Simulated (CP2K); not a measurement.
Two runs for the C K edge of 2-methyloxazole. Run A: CP2K XAS_TDP, all-electron GAPW, PBEh(45%), aug-cc-pVDZ, TDA, no relativity. Run B differs in one setting.

First lines with a strength over 0.0015. A:

| atom | energy (eV) | states | strength, one atom |
| --- | --- | --- | --- |
| C1 (bonded to C and 3 H) | 283.80 | 1 | 0.0028 |
|  | 284.21 | 1 | 0.0044 |
|  | 285.08 | 1 | 0.0241 |
|  | 285.20 | 1 | 0.0186 |
|  | 286.21 | 1 | 0.0018 |
| C2 (bonded to C, N and O) | 283.19 | 1 | 0.0634 |
|  | 286.93 | 1 | 0.0023 |
|  | 287.76 | 1 | 0.0033 |
|  | 287.89 | 1 | 0.0200 |
|  | 288.21 | 1 | 0.0080 |
| C4 (bonded to C, N and H) | 282.42 | 1 | 0.0506 |
|  | 284.78 | 1 | 0.0057 |
|  | 284.97 | 1 | 0.0098 |
|  | 285.63 | 1 | 0.0016 |
|  | 285.92 | 1 | 0.0021 |
| C5 (bonded to C, O and H) | 282.80 | 1 | 0.0522 |
|  | 285.55 | 1 | 0.0171 |
|  | 286.08 | 1 | 0.0128 |
|  | 286.39 | 1 | 0.0024 |
|  | 286.71 | 1 | 0.0042 |

B:

| atom | energy (eV) | states | strength, one atom |
| --- | --- | --- | --- |
| C1 (bonded to C and 3 H) | 290.28 | 1 | 0.0028 |
|  | 290.69 | 1 | 0.0043 |
|  | 291.56 | 1 | 0.0236 |
|  | 291.68 | 1 | 0.0182 |
|  | 292.69 | 1 | 0.0018 |
| C2 (bonded to C, N and O) | 288.87 | 1 | 0.0621 |
|  | 292.60 | 1 | 0.0022 |
|  | 293.43 | 1 | 0.0033 |
|  | 293.56 | 1 | 0.0196 |
|  | 293.89 | 1 | 0.0079 |
| C4 (bonded to C, N and H) | 288.34 | 1 | 0.0495 |
|  | 290.70 | 1 | 0.0056 |
|  | 290.89 | 1 | 0.0096 |
|  | 291.55 | 1 | 0.0015 |
|  | 291.85 | 1 | 0.0020 |
| C5 (bonded to C, O and H) | 288.66 | 1 | 0.0512 |
|  | 291.42 | 1 | 0.0168 |
|  | 291.95 | 1 | 0.0126 |
|  | 292.26 | 1 | 0.0023 |
|  | 292.58 | 1 | 0.0041 |

**Question.** Which was it: the functional, scalar relativity switched on, the basis, GW2X switched on?

GW2X switched on. GW2X shifts an atom's lines together and keeps their spacings. Against PBEh(45%) in aug-cc-pVDZ, the leading lines move by +6.48 eV (C1, to 291.56), +5.68 eV (C2, to 288.87), +5.92 eV (C4, to 288.34) and +5.86 eV (C5, to 288.66).

[Hosts, paths, dates, database ids (printed as entryN), source tags and the programs' standing remarks are cut or masked in the printed files.]
